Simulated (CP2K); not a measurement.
Consider silylacetonitrile at its PBE geometry (Å).

```xyz
9

N     2.6058    0.8230    0.4305
C     1.6683    0.1618    0.2207
C     0.4862   -0.6404   -0.0390
Si   -1.1277    0.3763   -0.0764
H     0.5985   -1.1581   -1.0044
H     0.3938   -1.4185    0.7346
H    -1.3272    1.0433    1.2365
H    -2.2409   -0.5758   -0.3400
H    -1.0568    1.3885   -1.1626
```

Method: CP2K XAS_TDP, all-electron GAPW, PBEh(45%), aug-pc-1, TDA, GW2X-corrected core level, no relativity.

**Question.** Predict the bright core excitations at the C K edge.

Leading lines: C2 288.78 eV and C3 290.10 eV. The leading line of an atom is its first one with 35 % of the strongest within 2.5 eV of its lowest line over the strength cut. Core ionisation energies at this level: C2 293.44 and C3 292.68 eV.

The first six lines of each atom with a strength over 0.0015:

```tsv
atom	energy (eV)	states	strength, one atom	above the computed threshold
C2 (bonded to C and N)	288.78	1	0.0571	
	288.88	1	0.0573	
	292.55	1	0.0016	
	292.88	1	0.0026	
	293.22	1	0.0081	
	293.65	1	0.0032	yes
C3 (bonded to C, Si and 2 H)	289.86	1	0.0017	
	290.10	1	0.0146	
	290.20	1	0.0122	
	291.01	1	0.0110	
	291.49	1	0.0089	
	291.50	1	0.0096
```

Lines are vertical, at one geometry, with no vibrational structure. GW2X ionisation energies and lines can be off by 1 to 2 eV either way, and a good line position may hide errors that cancel. These values hold no scalar relativity, about 0.1 eV for C 1s. Rydberg lines, and the discretised continuum above threshold, depend on the basis and the box.

[Banner, clock and machine lines of the logs are left out without a mark of their own.]

[Logs are printed without paths, hosts, clocks, repeated set-up lines and the standing remarks that a program may print on its own settings, such as how far it seeks lower states.]

[Hosts, paths, dates, database ids (printed as entryN), source tags and the programs' standing remarks are cut or masked in the printed files.]
